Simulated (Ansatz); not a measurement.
In doubt: masses and optical values from hybrid runs of this build are listed as unsure, which bears on the screening that GW takes from such a start.

Rows from a G0W0 calculation on InGaAs2 (zincblende [001] superlattice) (Ansatz 0.2.0; G0W0 on HSE06, plane waves, PAW; 4×4×2 mesh, 688 empty bands, screening to 84 eV), in eV. Spin-orbit coupling is left out.

```
row      Σx     Σc     Vxc     Z
  A  -16.73   1.19  -15.49  0.79
  B   -7.43  -3.53  -10.94  0.80
  C  -11.29  -3.10  -14.61  0.80
  D  -16.11   0.69  -15.39  0.79
  E  -16.73   1.19  -15.49  0.79
  F   -6.77  -3.56  -10.26  0.80
```

Question: Which rows are filled states and which are empty ones, and how can one tell?

Filled: A, D and E. Empty: B, C and F. The sign of Σc tells: for a filled state bare exchange, which holds its interaction with itself, lies below Vxc (Σx − Vxc is -0.7 eV or lower here) and screening gives part back as a positive Σc. For an empty state Σx lies above Vxc (+3.3 eV or more) and the Coulomb hole leaves Σc negative.

[Paths, hosts, dates, memory and timing lines, banners, echoed tables and standing remarks are left out of the program output.]

[Logs are printed without paths, hosts, clocks, repeated set-up lines and the standing remarks that a program may print on its own settings, such as how far it seeks lower states.]

[Runs of the session that timed out or met a known fault of the program may be left out.]

[Cells called generated may have been cut or substituted from an entry of the Crystallography Open Database or the Materials Project.]

[Hosts, paths, dates, database ids (printed as entryN), source tags and the programs' standing remarks are cut or masked in the printed files.]
